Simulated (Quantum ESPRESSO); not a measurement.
# C: polytypes and their gaps

Polytypes differ only in how the bilayers stack. How do gap and energy follow the share h of hexagonal layers?

Calculated with Quantum ESPRESSO 7.5, PBEsol, GBRV 1.5 ultrasoft potentials, cutoff 680 eV, Fermi–Dirac smearing 0.02 eV, k-mesh 16×16×16, no spin polarisation, no spin-orbit coupling in one row; meshes follow the cell at fixed spacing.

The series also meant to hold 0.4 (share of hexagonal layers); those runs didn't finish, missed their thresholds or give no value for this table.

```
polytype       h  atoms  space group  in-plane a (Å)  gap (eV)  lowest empty level  energy above the first row (meV a formula unit)
      3C       0      2        Fd-3m          2.5136     4.036     off Γ, indirect                                              0.0
      6H  0.3333     12     P6_3/mmc          2.5086     4.327     off Γ, indirect                                              5.4
      4H     0.5      8     P6_3/mmc          2.5061     4.442     off Γ, indirect                                              8.5
      9R  0.6667      6         R-3m          2.5040     4.398     off Γ, indirect                                             13.8
      2H       1      4     P6_3/mmc          2.4996     3.052     off Γ, indirect                                             23.9
```

**Question.** Estimate the gap at h = 0.25, a row left out above.

The gap is fitted as a line in h, over h = 0, 0.3333 and 0.5. Rows of larger h or with the lowest empty level of another kind are set aside; among the rest its place may still shift.

A straight line through the 3 rows: the means are 0.2778 for h and 4.2683 for the gap, Σ(Δx)² = 0.1296 and ΣΔxΔy = 0.1064, so the slope is 0.1064/0.1296 = 0.8207 and the intercept 4.2683 − (0.8207)(0.2778) = 4.0404.

The line gives 4.246 eV. The run itself gives 4.294 eV, so the estimate misses by 0.048 eV, more than the largest misfit of the fitted rows (0.013 eV).

With the withheld row included, the lowest energy is at h = 0, and all rows lie within 23.9 meV a formula unit; the meshes differ from cell to cell, so differences of a meV or two aren't resolved. Semilocal functionals give gaps that are too small, and the error differs from valley to valley, so the order of close valleys can be wrong too.

[Logs are printed without paths, hosts, clocks, repeated set-up lines and the standing remarks that a program may print on its own settings, such as how far it seeks lower states.]
